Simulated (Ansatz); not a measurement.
## MgO (Fm-3m):Ru_Mg, thermodynamic levels from a 54-atom cell

Wanted: the transition levels of a substitutional impurity in MgO (Fm-3m), from a cell of 54 host atoms with 1 Mg taken out and 1 Ru put in.

Main program and level: Ansatz 0.2.0; place-levels on r2SCAN runs: charge-transition levels and formation energies with image-charge correction and potential alignment at the atomic sites; PAW set soft_1.

**Measured values to reproduce.**

For MgO, rocksalt (bulk crystal), “Electronic structure of alkaline earth and post-transition metal oxides” (2009, arxiv:0908.1581) quotes earlier work: band gap (literature experimental gap) 7.83 eV [Literature value based on experiment; other listed experimental values range from 7.7 to …].

### 1. Starting point

The cell holds 54 atoms: 26 Mg, 27 O and 1 Ru. Its edges and angles: a = 8.925 Å, b = 8.925 Å, c = 8.925 Å, α = 60.0°, β = 60.0°, γ = 60.0°. It derives from MgO (space group Fm-3m). Nearest the centre at fractional (0.667, 0.667, 0.333): Ru51 at 0.00 Å, O28 at 2.10 Å, O32 at 2.10 Å, O44 at 2.10 Å, O50 at 2.10 Å, O46 at 2.10 Å, O34 at 2.10 Å, Mg35 at 2.98 Å.

Known beforehand: the electronic dielectric constant, 3.24, and the static one, 10.37, from a response run on this crystal (DFPT, PBEsol) at that run's own cell.

The cell's shortest repeat is 8.9 Å.

### 2. The runs of each charge state

A transition level is the Fermi level at which two charge states cost the same, so each charge needs its own total energy, at its own relaxed structure.

Each atom starts 0.05 Å or so off its site in a random direction: a symmetric start keeps its symmetry, and would miss off-centre moves and Jahn–Teller distortions. Forces are taken at one point at (¼, ¼, ¼). The cell holds 1 electron more than the neutral one, with a uniform background that keeps it neutral on the whole. The electron count is odd, so at least one spin is unpaired; this run locks the moment at 1 μB.

The sampling was tested on the host first: at the k-points planned (1x1x1 shifted 0.25 0.25 0.25) its energy lies 0.020 eV an atom from the dense-mesh value, under the bound of 0.02 eV set for this test; that bounds the host's error, not the defect's.

One state's input; the others differ in charge, spin, start and seed, and in occupations where the table says so.

qm1_M1.relax/input.yaml

```yaml
crystal:
  lattice:
    - [0.0, 6.31124291, 6.31124291]
    - [6.31124291, 0.0, 6.31124291]
    - [6.31124291, 6.31124291, 0.0]
  atoms:
    - { symbol: Mg, position: [0.0, 0.0, 0.0] }
    - { symbol: O, position: [0.16666667, 0.16666667, 0.16666667] }
[... 6 atom lines left out ...]
    - { symbol: Mg, position: [0.0, 0.33333333, 0.33333333] }
[... 3 atom lines left out ...]
    - { symbol: Mg, position: [0.0, 0.66666667, 0.0] }
[... 1 atom line left out ...]
    - { symbol: Mg, position: [0.0, 0.66666667, 0.33333333] }
[... 5 atom lines left out ...]
    - { symbol: Mg, position: [0.33333333, 0.0, 0.33333333] }
[... 6 atom lines left out ...]
    - { symbol: O, position: [0.5, 0.5, 0.5] }
[... 1 atom line left out ...]
    - { symbol: O, position: [0.5, 0.5, 0.83333333] }
[... 1 atom line left out ...]
    - { symbol: O, position: [0.5, 0.83333333, 0.16666667] }
    - { symbol: Mg, position: [0.33333333, 0.66666667, 0.33333333] }
    - { symbol: O, position: [0.5, 0.83333333, 0.5] }
    - { symbol: Mg, position: [0.33333333, 0.66666667, 0.66666667] }
[... 1 atom line left out ...]
    - { symbol: Mg, position: [0.66666667, 0.0, 0.0] }
[... 1 atom line left out ...]
    - { symbol: Mg, position: [0.66666667, 0.0, 0.33333333] }
[... 4 atom lines left out ...]
    - { symbol: O, position: [0.83333333, 0.5, 0.16666667] }
    - { symbol: Mg, position: [0.66666667, 0.33333333, 0.33333333] }
    - { symbol: O, position: [0.83333333, 0.5, 0.5] }
    - { symbol: Mg, position: [0.66666667, 0.33333333, 0.66666667] }
[... 1 atom line left out ...]
    - { symbol: Mg, position: [0.66666667, 0.66666667, 0.0] }
    - { symbol: O, position: [0.83333333, 0.83333333, 0.16666667] }
    - { symbol: Ru, position: [0.66666667, 0.66666667, 0.33333333], spin: 1.0 }
[... 1 atom line left out ...]
    - { symbol: Mg, position: [0.66666667, 0.66666667, 0.66666667] }
    - { symbol: O, position: [0.83333333, 0.83333333, 0.83333333] }
  host:
    repeats: [3, 3, 3]
    atoms:
      - { symbol: Mg, position: [0.0, 0.0, 0.0] }
      - { symbol: O, position: [0.5, 0.5, 0.5] }
total_charge: -1
basis:
  ecutwfc: 500
  xc_grid: 2
hamiltonian:
  xc: r2scan
  pseudopotentials: { kind: paw, azcp: { folder: soft_1 } }
kpoints:
  mp_grid: { grid: [1, 1, 1], shift: [0.25, 0.25, 0.25] }
magnetization:
  spin_polarized: true
  initial_magnetization: 1
  spin_locking: { lock_magnetization: hard }
scf:
  occupations: { method: fixed }
  max_iter: 80
output:
  forces: true
  charged_corrections:
    epsilon: 3.24
    static_epsilon: 10.37
    defect_position: [0.666667, 0.666667, 0.333333]
relax:
  f_tol: 0.02
  max_steps: 80
  random_displacement: { amplitude: 0.05, seed: 7934 }
checkpoint:
  write: "../qm1_M1.relax.run"
  compress: false
  write_wavefunctions: true
  write_every: 100000
```

Command:

```
$ ansatz run input.yaml --threads 4 --pin off --max-ram 15073MiB --backend cpu --events-out ev --progress --plain --runs-dir out
```

Defect states can disperse in a cell of this size, so the energy is taken again at a 2×2×2 shifted mesh, on the relaxed structure.

The run of this state that the levels use, under r2SCAN:

qm1_M1.point/input.yaml

```yaml
crystal:
  checkpoint: "../qm1_M1.relax.run"
  host: checkpoint
total_charge: -1
basis:
  ecutwfc: 500
  xc_grid: 2
hamiltonian:
  xc: r2scan
  pseudopotentials: { kind: paw, azcp: { folder: soft_1 } }
kpoints:
  mp_grid: { grid: [2, 2, 2], shift: [0.5, 0.5, 0.5] }
magnetization:
  spin_polarized: true
  initial_magnetization: 1
  spin_locking: { lock_magnetization: hard }
scf:
  occupations: { method: fermi_dirac, width: 0.01 }
  max_iter: 80
output:
  forces: true
  eigenvalues: true
  charged_corrections:
    epsilon: 3.24
    static_epsilon: 10.37
    defect_position: [0.666667, 0.666667, 0.333333]
  eigenstates: { localisation: true }
  populations: true
  efg: {}
checkpoint:
  read: "../qm1_M1.relax.run"
  write: "../qm1_M1.point.run"
  compress: false
  write_wavefunctions: false
  write_every: 100000
```

Relaxations under r2SCAN at one point at (¼, ¼, ¼); times on 4 threads of Arm Neoverse V2, shared host:

```
charge  moment (μB)  occupations        outcome  steps  largest displacement against the far atoms (Å)     time
    −1            1        fixed      converged      9                                            0.26  4.3 min
    −1            3        fixed      converged      9                                            0.18  5.9 min
     0            0        fixed      converged      6                                            0.06     62 s
     0            4        fixed      converged     10                                            0.14  5.4 min
     0            2        fixed      converged      9                                            0.19  6.4 min
    +1            1        fixed      converged      6                                            0.03  3.8 min
    +1            5        fixed      converged      4                                            0.06  1.7 min
    +1            3        fixed      converged     13                                            0.16  5.9 min
    +2            0        fixed  not converged      -                                               -     57 s
    +2            0  fermi-dirac      converged      5                                            0.07  1.7 min
    +2            4        fixed      converged      8                                            0.12  3.6 min
    +2            2        fixed      converged      8                                            0.13  3.9 min
```

Single points under r2SCAN at a 2×2×2 shifted mesh; times on 4 threads of Arm Neoverse V2, shared host:

```
charge  moment (μB)  occupations    outcome     time
    −1            1  fermi-dirac  converged  1.9 min
    −1            3  fermi-dirac  converged  2.1 min
     0            0  fermi-dirac  converged     56 s
     0            4  fermi-dirac  converged  2.7 min
     0            2  fermi-dirac  converged  3.1 min
    +1            1  fermi-dirac  converged    3 min
    +1            5  fermi-dirac  converged    2 min
    +1            3  fermi-dirac  converged  2.2 min
    +2            0  fermi-dirac  converged     64 s
    +2            4  fermi-dirac  converged    2 min
    +2            2  fermi-dirac  converged  3.2 min
```

Distances (Å) from Ru51 to the nearest atoms after relaxation with r2SCAN:

```
charge  moment (μB)      1.      2.      3.      4.      5.      6.
    −1            1  O 2.19  O 2.19  O 2.19  O 2.19  O 2.37  O 2.37
    −1            3  O 2.28  O 2.28  O 2.29  O 2.29  O 2.29  O 2.29
     0            0  O 2.16  O 2.16  O 2.16  O 2.16  O 2.16  O 2.16
     0            4  O 2.18  O 2.18  O 2.25  O 2.25  O 2.25  O 2.25
     0            2  O 2.10  O 2.10  O 2.18  O 2.18  O 2.30  O 2.30
    +1            1  O 2.07  O 2.07  O 2.07  O 2.07  O 2.13  O 2.13
    +1            5  O 2.16  O 2.16  O 2.16  O 2.16  O 2.16  O 2.16
    +1            3  O 1.99  O 1.99  O 2.13  O 2.13  O 2.27  O 2.27
    +2            0  O 2.03  O 2.03  O 2.03  O 2.03  O 2.03  O 2.03
    +2            4  O 1.99  O 1.99  O 2.00  O 2.00  O 2.22  O 2.22
    +2            2  O 1.98  O 1.98  O 2.05  O 2.05  O 2.05  O 2.05
```

### 3. place-levels, r2SCAN

A charged cell interacts with its images and the background, and its potential has another zero than the host's. place-levels removes the first by a point-charge model, screened by the static dielectric constant since the ions have relaxed around the charge, and the second by comparing potentials at atoms far from the defect.

The host is a run of the defect-free crystal in the same cutoffs, grids and k-points, so that basis and sampling errors cancel in part in the differences. The host is run in a cell of 2 atoms on a matching mesh. Its band edges are searched through the zone by a band path, so the gap is smaller than, or equal to, that on the mesh. Chemical potentials are energies per atom of Mg (hcp) and Ru (hcp), run with the same functional and cutoff.

levels.point.yaml

```yaml
host:
  run: host.point.run
states: [qm1_M1.point.run, qm1_M3.point.run, q0.point.run, q0_M4.point.run, q0_M2.point.run, qp1_M1.point.run, qp1_M5.point.run, qp1_M3.point.run, qp2.point.run, qp2_M4.point.run, qp2_M2.point.run]
geometry_from:
  qm1_M1.point.run: qm1_M1.relax.run
  qm1_M3.point.run: qm1_M3.relax.run
  q0.point.run: q0.relax.run
  q0_M4.point.run: q0_M4.relax.run
  q0_M2.point.run: q0_M2.relax.run
  qp1_M1.point.run: qp1_M1.relax.run
  qp1_M5.point.run: qp1_M5.relax.run
  qp1_M3.point.run: qp1_M3.relax.run
  qp2.point.run: qp2.relax_smeared.run
  qp2_M4.point.run: qp2_M4.relax.run
  qp2_M2.point.run: qp2_M2.relax.run
chemical_potentials:
  Mg:
    energy: -1926.407918
    dataset: "<sha256 of the dataset>"
  Ru:
    energy: -5890.744868
    dataset: "<sha256 of the dataset>"
epsilon: 3.24
static_epsilon: 10.37
vertical:
  - { from: qm1_M1.point.run, to: qm1_M1.point_neutral.run }
  - { from: qm1_M3.point.run, to: qm1_M3.point_neutral.run }
  - { from: qp1_M1.point.run, to: qp1_M1.point_neutral.run }
  - { from: qp1_M5.point.run, to: qp1_M5.point_neutral.run }
  - { from: qp1_M3.point.run, to: qp1_M3.point_neutral.run }
  - { from: qp2.point.run, to: qp2.point_neutral.run }
  - { from: qp2_M4.point.run, to: qp2_M4.point_neutral.run }
  - { from: qp2_M2.point.run, to: qp2_M2.point_neutral.run }
```

Command:

```
$ ansatz place-levels levels.point.yaml -- --threads 4 --pin off --max-ram 15073MiB
```

Numbers of over 12 decimals in the logs are rounded to 6 here.

Output:

```text
[... repeated set-up lines and file paths are left out, and long positions are rounded to six places ...]
(+2/+1) 1.131 eV above the valence edge, 4.547 eV under the conduction edge
(+1/0) 2.333 eV above the valence edge, 3.345 eV under the conduction edge
(0/-1) 5.220 eV above the valence edge, 0.458 eV under the conduction edge
formation energy of charge +2: +2.077 eV with the Fermi level at the valence edge
formation energy of charge +1: +3.208 eV with the Fermi level at the valence edge
formation energy of charge 0: +5.541 eV with the Fermi level at the valence edge
[...]
vertical[5].from (qp2.point.run): levels filled in part (TS 0.019 eV): its energy is of no whole electron's
  of vertical[5].from (qp2.point.run): it parts from the run that its charge is read beside by 2 carriers, of which the mean alone is read, by its potential at epsilon 3.24, taken for that of held ions (one typed too small widens it): that is narrow, but one [...]
  of vertical[6].from (qp2_M4.point.run): its moments are held at its close (magnetization.spin_locking), by a field of 0.103 eV a Bohr magneton, and its energy and levels are of the state that this holds: a run that lets them go can end lower; [...]
  of vertical[7].from (qp2_M2.point.run): stability_check_not_made; [...]
```

The job ended after 1 s (4 threads of Arm Neoverse V2, shared host).

Levels between the charges placed, in eV above the valence top:

```
        gap (eV)  (+2/+1)  (+1/0)  (0/−1)
r2SCAN      5.68     1.13    2.33    5.22
```

Corrections by state:

```
charge  moment (μB)  image terms and alignment (eV)  band filling (eV)  ε used  over the lowest of its charge, as the program ranks them, band filling apart (eV)
    +2          2.0                           1.767                  -   10.37                                                                              0.000
    +1          1.0                           0.629                  -   10.37                                                                              0.000
     0          0.0                           0.000                  -       -                                                                              0.000
    −1          1.0                          -0.128                  -   10.37                                                                              0.000
    +2          0.0                           1.735                  -   10.37                                                                              0.858
    +2          4.0                           1.805                  -   10.37                                                                              1.478
    +1          3.0                           0.645                  -   10.37                                                                              1.375
    +1          5.0                           0.673                  -   10.37                                                                              2.353
     0          2.0                           0.000                  -       -                                                                              1.460
     0          4.0                           0.000                  -       -                                                                              2.265
    −1          3.0                          -0.138                  -   10.37                                                                              0.869
```

The charged structures listed were also run neutral, and place-levels reads from each pair, by the potential or the spins, how wide the charge is by which they differ; that can be the carrier of either run.

```
charge  rms radius (Å)  spread where it is widest against the cell (Å)  wide from (Å)  reading
    +2             1.6                                            0.93           1.26   narrow
    +1             1.5                                            0.89           1.26   narrow
    −1             1.7                                            0.97           1.26   narrow
```

The neutral runs of these pairs need not share the spin of the lowest neutral state, and very wide values only mean spread over the cell.

From the program's caveats on the states, each cut to its opening words:

- charge +2 (2 μB), +2, +2 (4 μB): it parts from the run that its charge is read beside by 2 carriers, of which the mean alone is read, by its potential at epsilon 3.24, taken for that of held [...]
- charge +2 (2 μB), +1 (1 μB), 0, −1 (1 μB), +2, +2 (4 μB), +1 (3 μB), +1 (5 μB), 0 (2 μB), 0 (4 μB), −1 (3 μB): its alignment with the host at atomic sites is doubtful: the cell is too small to show whether the defect's potential has decayed: take a larger one
- charge +2 (2 μB), +1 (1 μB), −1 (1 μB), +2 (4 μB), +1 (3 μB), +1 (5 μB), 0 (2 μB), 0 (4 μB), −1 (3 μB): flagged: stability check not made
- charge +2 (4 μB): its moments are held at its close (magnetization.spin_locking), by a field of 0.103 eV a Bohr magneton, and its energy and levels are of the state that this [...]
- charge 0 (2 μB): its moments are held at its close (magnetization.spin_locking), by a field of 0.001 eV a Bohr magneton, and its energy and levels are of the state that this [...]

The host's formation energy from the elements is -2.963 eV per atom; it sets how far the chemical potentials can move.

Limit set by the element alone; other compounds of these elements are not counted. Chemical potentials from the elements' reference states: Mg 0.00 eV, O -5.93 eV, Ru 0.00 eV. Formation energy by charge state (Mg-rich; gap 5.68 eV):

```
charge  at valence top (eV)  at conduction bottom (eV)  correction included (eV)
    +2                 2.08                      13.43                      1.77
    +1                 3.21                       8.89                      0.63
     0                 5.54                       5.54                      0.00
    −1                10.76                       5.08                     -0.13
```

(Fermi level (eV), lowest formation energy (eV)): (0.00, 2.08), (0.52, 3.11), (1.03, 4.14), (1.55, 4.76), (2.06, 5.27), (2.58, 5.54), (3.10, 5.54), (3.61, 5.54), (4.13, 5.54), (4.65, 5.54), (5.16, 5.54), (5.68, 5.08)

Limit set by the element alone; other compounds of these elements are not counted. Chemical potentials from the elements' reference states: O 0.00 eV, Mg -5.93 eV, Ru 0.00 eV. Formation energy by charge state (O-rich; gap 5.68 eV):

```
charge  at valence top (eV)  at conduction bottom (eV)  correction included (eV)
    +2                -3.85                       7.51                      1.77
    +1                -2.72                       2.96                      0.63
     0                -0.38                      -0.38                      0.00
    −1                 4.84                      -0.84                     -0.13
```

```
Fermi level (eV)  lowest formation energy (eV)
            0.00                         -3.85
            0.52                         -2.82
            1.03                         -1.78
            1.55                         -1.17
            2.06                         -0.65
            2.58                         -0.38
            3.10                         -0.38
            3.61                         -0.38
            4.13                         -0.38
            4.65                         -0.38
            5.16                         -0.38
            5.68                         -0.84
```

### 4. Outcome

- gap of the host: 5.68 eV (r2SCAN)
- level (plus 2/plus 1): 1.13 eV above the valence top
- level (plus 1/0): 2.33 eV above the valence top
- level (0/minus 1): 5.22 eV above the valence top
- lowest of the charges placed, just above the valence top (0.02 eV): +2
- lowest of the charges placed, just below the conduction bottom (0.02 eV): −1
- lowest formation energy at mid-gap of the charges run, Mg-rich: 5.54 eV
- lowest formation energy at mid-gap of the charges run, O-rich: -0.38 eV

Of the charges placed (−1, 0, +1 and +2), the lowest changes at 1.13 eV (+2/+1), 2.33 eV (+1/0) and 5.22 eV (0/−1) above the valence top, in a gap of 5.68 eV. (+2/+1) lies nearer to a band edge than the share of the finite-size correction in it (1.14 eV), and that correction holds for a localised charge alone. Charges above +2 and below −1 were not placed, so these runs say nothing of levels that involve them. States placed: +2 at 2 μB, 0 μB and 4 μB; +1 at 1 μB, 3 μB and 5 μB; 0 at 0 μB, 2 μB and 4 μB; −1 at 1 μB and 3 μB. Other spin states or structures, where not listed, weren't placed. Corrections reach 1.8 eV, so the cell is small for these charges and their levels are rough. Ru is taken at its element; compounds, which aren't counted here, bound the chemical potentials and would shift these formation energies. The lowest formation energy (O-rich) is negative across the gap, so the defect would form by itself: these chemical potentials lie beyond what competing compounds allow, or the host is unstable against it. The program doubts the alignment of potentials for at least one state, a sign that the cell is small. Limits: the images are only 8.9 Å apart; r2SCAN makes the gap too small and tends to spread out bound carriers; where a gas molecule sets a chemical potential or the host's formation energy, its binding is uncorrected; spin–orbit coupling, which can matter with heavy atoms, is left out.

Comparison with the measured values:

| quantity | measured | r2SCAN |
| --- | --- | --- |
| band gap (least gap of the host) (eV) | 7.83 | 5.68 (-2.15 eV) |

Measured values from arxiv:0908.1581 (2009).

Verdict: The band gap is off by -2.15 eV: a clear miss. Local and semilocal functionals usually give gaps below the measured ones. Zero-point and thermal motion shift the measured gap.

[Logs are printed without paths, hosts, clocks, repeated set-up lines and the standing remarks that a program may print on its own settings, such as how far it seeks lower states.]

[Hosts, paths, dates, database ids (printed as entryN), source tags and the programs' standing remarks are cut or masked in the printed files.]

[Where a table of states has a column of steps, it counts the stored structures, which are thinned; the runs took as many ionic steps or more.]

[A defect's name tells the site on which it was built; relaxed atoms can leave that site.]

[For some hosts the program warned that the k-mesh of the response run may be too coarse for force constants and the static dielectric constant; such warnings are not shown here.]
